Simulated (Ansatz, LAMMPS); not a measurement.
**Ca in place of Na at several sites of glassy 65SiO2-14Al2O3-11MgO-11Na2O (mol %) (117 atoms)**

At which site of glassy 65SiO2-14Al2O3-11MgO-11Na2O (mol %) (117 atoms) does Ca in place of Na cost least, and what about the site decides it?

Calculated with Ansatz 0.2.0; Kohn-Sham DFT, PBE, PAW (set soft_2), plane waves.

## (1) Set-up

The cell holds 117 atoms: 24 Si, 10 Al, 4 Mg, 8 Na and 71 O. Cell: a = 11.634 Å, b = 11.634 Å, c = 11.634 Å, α = 90.0°, β = 90.0°, γ = 90.0°. 117 atoms (24 Si, 10 Al, 4 Mg, 8 Na, 71 O) placed at random at 2.48 g/cm³, melted at 4000 K for 10 ps at fixed volume with the Morse and Coulomb pair potential with partial charges (Pedone, Malavasi, Menziani, Cormack and Segre, J. Phys. Chem. B 110, 11780 (2006)). Quenched from 4000 K to 300 K at 25 K/ps and fixed volume, held 10 ps at zero pressure.

Limits known from the start: The quench rate of 25 K/ps far exceeds what a furnace or splat quench reaches, so expect more defects and frozen-in strain than in a real sample. The starting topology of bonds comes from the classical model, and needn't be the one that DFT or experiment would give. The Brillouin zone is sampled at Γ only, in a cell whose shortest periodic width is 12 Å.

## (2) Single point at the start

A single point comes first, to see the forces before anything moves.

input.yaml

```yaml
crystal:
  lattice:
    - [11.63429, 0.0, 0.0]
    - [0.0, 11.63429, 0.0]
    - [0.0, 0.0, 11.63429]
  atoms:
    - { symbol: Si, position: [0.03696, 0.16303, 0.17101] }
    - { symbol: Si, position: [0.07379, 0.26765, 0.72647] }
    - { symbol: Si, position: [0.26684, 0.97031, 0.89871] }
    - { symbol: Si, position: [0.7697, 0.14422, 0.19129] }
    - { symbol: Si, position: [0.33838, 0.71373, 0.9374] }
    - { symbol: Si, position: [0.39372, 0.63996, 0.27519] }
    - { symbol: Si, position: [0.33446, 0.58222, 0.70801] }
    - { symbol: Si, position: [0.2561, 0.9267, 0.63703] }
    - { symbol: Si, position: [0.65405, 0.69043, 0.2716] }
    - { symbol: Si, position: [0.14383, 0.96409, 0.29288] }
    - { symbol: Si, position: [0.02749, 0.08689, 0.91735] }
    - { symbol: Si, position: [0.46419, 0.84507, 0.527] }
    - { symbol: Si, position: [0.6915, 0.32559, 0.75716] }
    - { symbol: Si, position: [0.67096, 0.21793, 0.43501] }
    - { symbol: Si, position: [0.5898, 0.97786, 0.72869] }
    - { symbol: Si, position: [0.75654, 0.4652, 0.46563] }
    - { symbol: Si, position: [0.99669, 0.57455, 0.13028] }
    - { symbol: Si, position: [0.52148, 0.58174, 0.53566] }
    - { symbol: Si, position: [0.62538, 0.93051, 0.14982] }
    - { symbol: Si, position: [0.63207, 0.29377, 0.02397] }
    - { symbol: Si, position: [0.26334, 0.50843, 0.09074] }
    - { symbol: Si, position: [0.42491, 0.3409, 0.44305] }
    - { symbol: Si, position: [0.59088, 0.78516, 0.92376] }
    - { symbol: Si, position: [0.02475, 0.73111, 0.35861] }
    - { symbol: Al, position: [0.21134, 0.57915, 0.4673] }
    - { symbol: Al, position: [0.79438, 0.09941, 0.63237] }
    - { symbol: Al, position: [0.42293, 0.31904, 0.70714] }
    - { symbol: Al, position: [0.19573, 0.31791, 0.34782] }
    - { symbol: Al, position: [0.27327, 0.35893, 0.87359] }
    - { symbol: Al, position: [0.75484, 0.47458, 0.18069] }
    - { symbol: Al, position: [0.81921, 0.69056, 0.49635] }
    - { symbol: Al, position: [0.40532, 0.90902, 0.26694] }
    - { symbol: Al, position: [0.26619, 0.18074, 0.56579] }
    - { symbol: Al, position: [0.45297, 0.14353, 0.90379] }
    - { symbol: Mg, position: [0.7414, 0.61413, 0.73872] }
    - { symbol: Mg, position: [0.98755, 0.91977, 0.52895] }
    - { symbol: Mg, position: [0.03241, 0.14222, 0.49079] }
    - { symbol: Mg, position: [0.01493, 0.46623, 0.52111] }
    - { symbol: Na, position: [0.84829, 0.8349, 0.99925] }
    - { symbol: Na, position: [0.71728, 0.91369, 0.43468] }
    - { symbol: Na, position: [0.36126, 0.14352, 0.15582] }
    - { symbol: Na, position: [0.10008, 0.80481, 0.07851] }
    - { symbol: Na, position: [0.764, 0.11162, 0.89501] }
    - { symbol: Na, position: [0.86982, 0.85595, 0.76355] }
    - { symbol: Na, position: [0.95364, 0.33715, 0.9679] }
    - { symbol: Na, position: [0.77102, 0.56097, 0.9695] }
    - { symbol: O, position: [0.37799, 0.76702, 0.22294] }
    - { symbol: O, position: [0.7328, 0.01243, 0.18545] }
    - { symbol: O, position: [0.33871, 0.44992, 0.77264] }
    - { symbol: O, position: [0.72572, 0.99897, 0.72683] }
    - { symbol: O, position: [0.24648, 0.56442, 0.60976] }
    - { symbol: O, position: [0.99911, 0.17046, 0.81412] }
    - { symbol: O, position: [0.10218, 0.82653, 0.29094] }
    - { symbol: O, position: [0.14058, 0.02125, 0.91402] }
    - { symbol: O, position: [0.70738, 0.20014, 0.29874] }
    - { symbol: O, position: [0.97505, 0.65141, 0.0228] }
    - { symbol: O, position: [0.08943, 0.65381, 0.44579] }
    - { symbol: O, position: [0.8986, 0.47164, 0.1268] }
    - { symbol: O, position: [0.12963, 0.34693, 0.82929] }
    - { symbol: O, position: [0.86541, 0.53869, 0.51259] }
    - { symbol: O, position: [0.28984, 0.03843, 0.56221] }
    - { symbol: O, position: [0.90495, 0.16308, 0.21888] }
    - { symbol: O, position: [0.29088, 0.95612, 0.76802] }
    - { symbol: O, position: [0.35465, 0.05241, 0.96182] }
    - { symbol: O, position: [0.11738, 0.24949, 0.23693] }
    - { symbol: O, position: [0.4733, 0.72276, 0.96641] }
    - { symbol: O, position: [0.2892, 0.39666, 0.01392] }
    - { symbol: O, position: [0.37185, 0.24909, 0.83361] }
    - { symbol: O, position: [0.53134, 0.63051, 0.29471] }
    - { symbol: O, position: [0.71231, 0.62008, 0.17176] }
    - { symbol: O, position: [0.53006, 0.72148, 0.5166] }
    - { symbol: O, position: [0.08888, 0.03534, 0.18883] }
    - { symbol: O, position: [0.7511, 0.44902, 0.74695] }
    - { symbol: O, position: [0.53297, 0.933, 0.61653] }
    - { symbol: O, position: [0.17742, 0.19858, 0.67971] }
    - { symbol: O, position: [0.17625, 0.21805, 0.45621] }
    - { symbol: O, position: [0.78888, 0.73418, 0.63397] }
    - { symbol: O, position: [0.34317, 0.53997, 0.20022] }
    [... 33 atom lines left out ...]
    - { symbol: O, position: [0.98176, 0.64828, 0.24932] }
    - { symbol: O, position: [0.73069, 0.69488, 0.38146] }
    - { symbol: O, position: [0.70025, 0.10727, 0.51021] }
    - { symbol: O, position: [0.33966, 0.3294, 0.33875] }
    - { symbol: O, position: [0.64938, 0.40638, 0.09907] }
    - { symbol: O, position: [0.53241, 0.08656, 0.79659] }
kpoints:
  mp_grid: { grid: [1, 1, 1] }
hamiltonian:
  xc: pbe
scf:
  occupations: { method: fixed }
output:
  forces: true
```

On the command line:

```sh
$ ansatz run input.yaml --threads 4 --pin off --max-ram 8192MiB --backend cpu --events-out ev --progress --plain --runs-dir out
```

The program printed:

```text
Engine: ansatz 0.2.0, aarch64-unknown-linux-gnu
Pseudopotentials: kind: paw
Pseudopotential: Si, paw, valence charge 4, recommended cutoff 420 eV (normal), Si.paw.azcp
Pseudopotential: Al, paw, valence charge 3, recommended cutoff 420 eV (normal), Al.paw.azcp
Pseudopotential: Mg, paw, valence charge 10, recommended cutoff 420 eV (normal), Mg.paw.azcp
Pseudopotential: Na, paw, valence charge 9, recommended cutoff 420 eV (normal), Na.paw.azcp
Pseudopotential: O, paw, valence charge 6, recommended cutoff 420 eV (normal), O.paw.azcp
[... 5 lines on functional and potentials left out ...]
Crystal: 117 atoms, lattice volume = 1574.779 Å³
Basis set: ecut = 420 eV, 30839 PW (Γ), exchange–correlation on 160×160×160 points (8 copies of the dense FFT grid, shifted against one another)
Bands: 449, of which v1, the nominal top of the filled ones, is band 332 counted from 1 (331 counted from 0)
Symmetry: 1 space group operations
Space group: P1 (ITA 1), of the structure as read, at distance tolerance 1.2e-4 Å
k-points: 1
[... 11 lines on functional and potentials left out ...]
Initial density: superposition of atomic densities (neutral atoms: chi_scale 0, normalization atom), corrected by the library's trained network
Initial wavefunctions: pseudopotential atomic-orbital guess
Functional: x = pbe(κ = 0.804, μ = 0.219515), c = pbe(β = 0.066725)
SCF iter   1: F=—  HF=-80634.469058 eV  |F-HF|=—  |Δ(HF+E_count)|=         —  Δρ=2.04e-3  dr2=9.99e-2  ethr=1.77e-3  ⟨swp⟩=5.0  Hψ=1521  notcnv=0  defer=115
preconditioner: auto → Resta (q_TF=auto, 2.363 Å⁻¹)  ε∞=2.8  [insulator: Δε(μ)=3.145 eV  Ē_g=17.108 eV  n_scr=364 (ndim 8)  ℏωp=23.2 eV  f_vac=0.162  ε∞_Penn≈2.8]
SCF iter   2: F=—  HF=-80634.457865 eV  |F-HF|=—  |Δ(HF+E_count)|=   1.12e-2  Δρ=1.09e-3  dr2=2.62e-2  ethr=1.50e-5  ⟨swp⟩=2.0  Hψ=779  notcnv=0  defer=115
SCF iter   3: F=—  HF=-80634.459877 eV  |F-HF|=—  |Δ(HF+E_count)|=   2.01e-3  Δρ=5.57e-4  dr2=7.27e-3  ethr=3.95e-6  ⟨swp⟩=3.0  Hψ=555  notcnv=0  defer=101
automatic band count: iteration 3 solves 435 bands in place of 449: the levels show a gap, and the empty bands left out lie too high to hold charge; the band table lists the bands solved (type scf.n_extra_bands for more)
SCF iter   4: F=—  HF=-80634.459285 eV  |F-HF|=—  |Δ(HF+E_count)|=   5.91e-4  Δρ=1.87e-4  dr2=6.71e-4  ethr=1.10e-6  ⟨swp⟩=2.0  Hψ=555  notcnv=0  defer=101
SCF iter   5: F=—  HF=-80634.459383 eV  |F-HF|=—  |Δ(HF+E_count)|=   9.78e-5  Δρ=1.24e-4  dr2=2.22e-4  ethr=1.01e-7  ⟨swp⟩=2.0  Hψ=669  notcnv=0  defer=101
SCF iter   6: F=—  HF=-80634.459376 eV  |F-HF|=—  |Δ(HF+E_count)|=   7.36e-6  Δρ=3.05e-5  dr2=1.47e-5  ethr=3.34e-8  ⟨swp⟩=2.0  Hψ=570  notcnv=0  defer=99
SCF iter   7: F=—  HF=-80634.458897 eV  |F-HF|=—  |Δ(HF+E_count)|=   4.78e-4  Δρ=1.53e-5  dr2=3.61e-6  ethr=2.21e-9  ⟨swp⟩=2.0  Hψ=767  notcnv=0  defer=99
SCF iter   8: F=—  HF=-80634.458900 eV  |F-HF|=—  |Δ(HF+E_count)|=   2.42e-6  Δρ=7.61e-6  dr2=8.12e-7  ethr=5.44e-10  ⟨swp⟩=2.0  Hψ=632  notcnv=0  defer=99
SCF iter   9: F=—  HF=-80634.458900 eV  |F-HF|=—  |Δ(HF+E_count)|=   2.48e-7  Δρ=2.77e-6  dr2=1.23e-7  ethr=1.22e-10  ⟨swp⟩=2.0  Hψ=656  notcnv=0  defer=99
SCF iter  10: F=-80634.458900 eV  HF=-80634.458900 eV  |F-HF|=8.66e-9  |Δ(HF+E_count)|=   6.67e-8  Δρ=1.11e-6  dr2=2.02e-8  ethr=1.51e-11  ⟨swp⟩=4.0  Hψ=1316  notcnv=0
SCF 1 converged in 10 iterations: F = -80634.458900 eV  dr2 = 2.02e-8
  greatest PAW one-centre occupation: 1.000 electrons in one spin orbital (limit 2), on the Mg atom at site 34 (counted from 0), in its partial waves of l = 1
SCF converged after 10 iterations
Free energy (F): -80634.458900 eV
Harris-Foulkes:  -80634.458900 eV  (|F-HF|=8.66e-9)
Internal energy: -80634.458900 eV  (E = F + TS)
E sigma→0 (E₀):  -80634.458900 eV
Fermi energy:    3.557952 eV
--- Per-component energies (eV) ---
  E_band       = -5352.755677
  E_kinetic    = 15340.141059
  E_local      = -55585.060827  (includes V_loc(G=0)·N_el)
  E_nonlocal   = 5410.921962
  E_hartree    = 20693.554585
  E_xc         = -7472.317919
  E_vxc        = -8756.552576  (∫ρ·V_xc dr)
  E_paw        = -31556.912449  (= ΣΔE_a)
  E_vpaw       = -3149.490842  (= ΣTr[D̂ρ^β])
  E_aug_tail   = 0.182019  (compensation charges beyond the density's cutoff)
  E_ewald      = -27464.967330
  E_smearing   = -0.000000  (= −TS)
  E_closure    = 0.000000  (closes the sum)
  Σ components = -80634.458900   (vs F -80634.458900, Δ=0.00e0)
--- Forces (eV/Å), atoms counted from 1 ---
  atom   1  Si     0.03905340    -0.89176483    -0.53980434
  atom   2  Si    -0.51627298     0.41948493     2.76135022
  atom   3  Si     0.16241896    -1.06891062     0.03080458
  atom   4  Si     1.21863986     0.20143235     2.29303705
  atom   5  Si     0.61050149     1.53354211    -1.12152247
  atom   6  Si     0.41246218     2.71547208     0.75502335
  atom   7  Si    -0.14749764    -2.04287370     1.69625742
  atom   8  Si     0.09682590     0.38065830    -0.81804316
  atom   9  Si    -0.74928850    -0.51767679    -1.13244166
  atom  10  Si    -3.71588789    -0.37223741     2.99486113
  atom  11  Si    -2.86131928     0.73807210     2.08575120
  atom  12  Si    -0.53706012    -0.74844660     3.15596557
  atom  13  Si    -0.18458789     2.38211723     0.45220944
  atom  14  Si     1.44067196     0.90913758    -0.61119602
[...]
atom 116  O     -0.32701216     0.37965142    -0.05992888
  atom 117  O      1.05527809    -0.63816068    -1.11501754
  max |Σ_I F_I| component: 1.02e-4 eV/Å
```

Wall time 18 s (4 threads of Arm Neoverse V1, shared host); peak memory 2 GiB; 68 s of CPU time.

The r.m.s. force at the start is 1.2 eV/Å.

## (3) Relaxation

With the cell held, the atoms are moved downhill towards a nearby minimum.

input.yaml

```yaml
crystal:
  lattice:
    - [11.63429, 0.0, 0.0]
    - [0.0, 11.63429, 0.0]
    - [0.0, 0.0, 11.63429]
  atoms:
    [... the 117 atom lines of step 2 ...]
kpoints:
  mp_grid: { grid: [1, 1, 1] }
hamiltonian:
  xc: pbe
scf:
  occupations: { method: fixed }
output:
  forces: true
relax:
  f_tol: 0.05
  max_steps: 120
```

The program printed:

```text
[...]
Crystal: 117 atoms, lattice volume = 1574.779 Å³
Basis set: ecut = 420 eV, 30839 PW (Γ), exchange–correlation on 160×160×160 points (8 copies of the dense FFT grid, shifted against one another)
Bands: 449, of which v1, the nominal top of the filled ones, is band 332 counted from 1 (331 counted from 0)
Symmetry: 1 space group operations
[...]
k-points: 1
[...]
SCF iter   1: F=—  HF=-80634.469058 eV  |F-HF|=—  |Δ(HF+E_count)|=         —  Δρ=2.04e-3  dr2=9.99e-2  ethr=1.77e-3  ⟨swp⟩=5.0  Hψ=1521  notcnv=0  defer=115
[...]
SCF iter   6: F=-80634.458895 eV  HF=-80634.458890 eV  |F-HF|=4.81e-6  |Δ(HF+E_count)|=   3.91e-6  Δρ=3.05e-5  dr2=1.47e-5  ethr=9.41e-9  ⟨swp⟩=3.0  Hψ=1406  notcnv=0
SCF 1 converged in 6 iterations: F = -80634.458895 eV  dr2 = 1.47e-5
[...]
relax step   1: F+E_penalty+E_count = -80634.45889486 eV  Δ(F+E_penalty+E_count) = +0.000e0 eV  max|allowed force component| = 3.945e0 eV/Å  Δτ_max = 0.0000 Å  (6 SCF iters, dr2 threshold 6.25e-5 eV, accepted)
[... from here on, the SCF cycles and remarks between the steps are left out ...]
relax step   2: F+E_penalty+E_count = -80639.05561664 eV  Δ(F+E_penalty+E_count) = -4.597e0 eV  max|allowed force component| = 2.459e0 eV/Å  Δτ_max = 0.1971 Å  (6 SCF iters, dr2 threshold 1.00e-4 eV, accepted)
relax step   3: F+E_penalty+E_count = -80642.74632839 eV  Δ(F+E_penalty+E_count) = -3.691e0 eV  max|allowed force component| = 5.789e-1 eV/Å  Δτ_max = 0.1971 Å  (7 SCF iters, dr2 threshold 1.00e-4 eV, accepted)
relax step   4: F+E_penalty+E_count = -80643.24994681 eV  Δ(F+E_penalty+E_count) = -5.036e-1 eV  max|allowed force component| = 4.893e-1 eV/Å  Δτ_max = 0.1551 Å  (7 SCF iters, dr2 threshold 2.09e-5 eV, accepted)
relax step   5: F+E_penalty+E_count = -80643.55407035 eV  Δ(F+E_penalty+E_count) = -3.041e-1 eV  max|allowed force component| = 3.158e-1 eV/Å  Δτ_max = 0.1492 Å  (7 SCF iters, dr2 threshold 1.50e-5 eV, accepted)
relax step   6: F+E_penalty+E_count = -80643.69580892 eV  Δ(F+E_penalty+E_count) = -1.417e-1 eV  max|allowed force component| = 2.065e-1 eV/Å  Δτ_max = 0.1769 Å  (6 SCF iters, dr2 threshold 4.15e-5 eV, accepted)
relax step   7: F+E_penalty+E_count = -80643.77907656 eV  Δ(F+E_penalty+E_count) = -8.327e-2 eV  max|allowed force component| = 1.420e-1 eV/Å  Δτ_max = 0.1955 Å  (7 SCF iters, dr2 threshold 1.78e-5 eV, accepted)
relax step   8: F+E_penalty+E_count = -80643.83519571 eV  Δ(F+E_penalty+E_count) = -5.612e-2 eV  max|allowed force component| = 1.482e-1 eV/Å  Δτ_max = 0.1957 Å  (7 SCF iters, dr2 threshold 8.63e-6 eV, accepted)
relax step   9: F+E_penalty+E_count = -80643.89870495 eV  Δ(F+E_penalty+E_count) = -6.351e-2 eV  max|allowed force component| = 7.808e-2 eV/Å  Δτ_max = 0.2000 Å  (7 SCF iters, dr2 threshold 1.04e-5 eV, accepted)
relax step  10: F+E_penalty+E_count = -80643.92415525 eV  Δ(F+E_penalty+E_count) = -2.545e-2 eV  max|allowed force component| = 1.129e-1 eV/Å  Δτ_max = 0.2000 Å  (10 SCF iters, accepted)
relax step  11: F+E_penalty+E_count = -80643.93566920 eV  Δ(F+E_penalty+E_count) = -1.151e-2 eV  max|allowed force component| = 7.487e-2 eV/Å  Δτ_max = 0.2000 Å  (8 SCF iters, dr2 threshold 3.54e-6 eV, accepted)
relax step  12: F+E_penalty+E_count = -80643.93808114 eV  Δ(F+E_penalty+E_count) = -2.412e-3 eV  max|allowed force component| = 5.230e-2 eV/Å  Δτ_max = 0.1654 Å  (9 SCF iters, accepted)
relax step  13: F+E_penalty+E_count = -80643.93657280 eV  Δ(F+E_penalty+E_count) = +1.508e-3 eV  max|allowed force component| = 1.567e-1 eV/Å  Δτ_max = 0.2000 Å  (10 SCF iters, rejected (line search))
relax step  14: F+E_penalty+E_count = -80643.94337707 eV  Δ(F+E_penalty+E_count) = -5.296e-3 eV  max|allowed force component| = 1.093e-1 eV/Å  Δτ_max = 0.0971 Å  (9 SCF iters, accepted)
relax step  15: F+E_penalty+E_count = -80643.94426906 eV  Δ(F+E_penalty+E_count) = -8.920e-4 eV  max|allowed force component| = 1.242e-1 eV/Å  Δτ_max = 0.0651 Å  (6 SCF iters, dr2 threshold 5.83e-6 eV, accepted)
relax step  16: F+E_penalty+E_count = -80643.94949545 eV  Δ(F+E_penalty+E_count) = -5.226e-3 eV  max|allowed force component| = 6.019e-2 eV/Å  Δτ_max = 0.0822 Å  (6 SCF iters, dr2 threshold 1.54e-5 eV, accepted)
relax step  17: F+E_penalty+E_count = -80643.95239225 eV  Δ(F+E_penalty+E_count) = -2.897e-3 eV  max|allowed force component| = 1.855e-2 eV/Å  Δτ_max = 0.0546 Å  (8 SCF iters, accepted)
SCF converged after 8 iterations
Free energy (F): -80643.952392 eV
[...]
Internal energy: -80643.952392 eV  (E = F + TS)
E sigma→0 (E₀):  -80643.952392 eV
Fermi energy:    3.135396 eV
[...]
Σ components = -80643.952392   (vs F -80643.952392, Δ=0.00e0)
--- Forces (eV/Å), atoms counted from 1 ---
  atom   1  Si     0.00333996    -0.00316954    -0.00320929
  atom   2  Si    -0.00700372     0.00153995     0.00048678
  atom   3  Si     0.00508749    -0.00237195     0.00597342
  atom   4  Si     0.00044967    -0.00973266     0.00193059
[...]
atom 117  O     -0.00050033    -0.00419374    -0.00362144
  max |Σ_I F_I| component: 1.01e-4 eV/Å
--- Relaxed structure (17 steps of the walk, 16 accepted, 0 SCFs on fresh bases) ---
  F+E_penalty+E_count = -80643.95239225 eV   max|allowed force component| = 1.855e-2 eV/Å
  atoms:
    - { symbol: Si, position: [0.035783, 0.143366, 0.174579] }
    - { symbol: Si, position: [0.071608, 0.259903, 0.742722] }
    - { symbol: Si, position: [0.267725, 0.971395, 0.899925] }
    - { symbol: Si, position: [0.772022, 0.141095, 0.190164] }
[...]
- { symbol: O, position: [0.530224, 0.079374, 0.799187] }
```

It took 4.2 min on 4 threads; peak memory 2 GiB.

The relaxation converged after 17 steps, 9.49 eV below its start, with a largest force component of 0.019 eV/Å.

(Part 1 of 3 ends here.)

[Long decimals in the printed logs are rounded to 6 places.]

[Logs are printed without paths, hosts, clocks, repeated set-up lines and the standing remarks that a program may print on its own settings, such as how far it seeks lower states.]

[Hosts, paths, dates, database ids (printed as entryN), source tags and the programs' standing remarks are cut or masked in the printed files.]
